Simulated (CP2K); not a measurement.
Consider formamide monohydrate at its PBE geometry (Å).

```xyz
9

N     0.1738    0.4394   -1.1087
C    -1.0036   -0.1450   -0.7901
O    -1.2683   -0.6386    0.3129
O     1.1274   -0.1048    1.6397
H     0.3127    0.8573   -2.0205
H     0.9020    0.5199   -0.3960
H    -1.7386   -0.1526   -1.6208
H     0.2106   -0.4130    1.4219
H     1.2841   -0.3626    2.5615
```

Method: CP2K XAS_TDP, all-electron GAPW, PBEh(45%), aug-cc-pVDZ, TDA, GW2X-corrected core level, no relativity.

Question: Predict the bright core excitations at the N K edge.

Leading lines: N1 403.15 eV. The leading line of an atom is its first one with 35 % of the strongest within 2.5 eV of its lowest line over the strength cut. Core ionisation energies at this level: N1 407.02 eV.

The first six lines of each atom with a strength over 0.0015:

```csv
atom,energy (eV),states,"strength, one atom",above the computed threshold
"N1 (bonded to C and 2 H, gives 1 H bond)",403.15,1,0.0223,
,404.06,1,0.0134,
,405.37,1,0.0120,
,406.08,1,0.0033,
,406.60,1,0.0047,
,406.69,1,0.0046,
```

Lines are vertical, at one geometry, with no vibrational structure. GW2X ionisation energies and lines can be off by 1 to 2 eV either way, and a good line position may hide errors that cancel. These values hold no scalar relativity, about 0.2 eV for N 1s. Rydberg lines, and the discretised continuum above threshold, depend on the basis and the box. This is one low-energy arrangement of the cluster, relaxed without a dispersion correction; others exist.

[Banner, clock and machine lines of the logs are left out without a mark of their own.]

[Logs are printed without paths, hosts, clocks, repeated set-up lines and the standing remarks that a program may print on its own settings, such as how far it seeks lower states.]

[Hosts, paths, dates, database ids (printed as entryN), source tags and the programs' standing remarks are cut or masked in the printed files.]
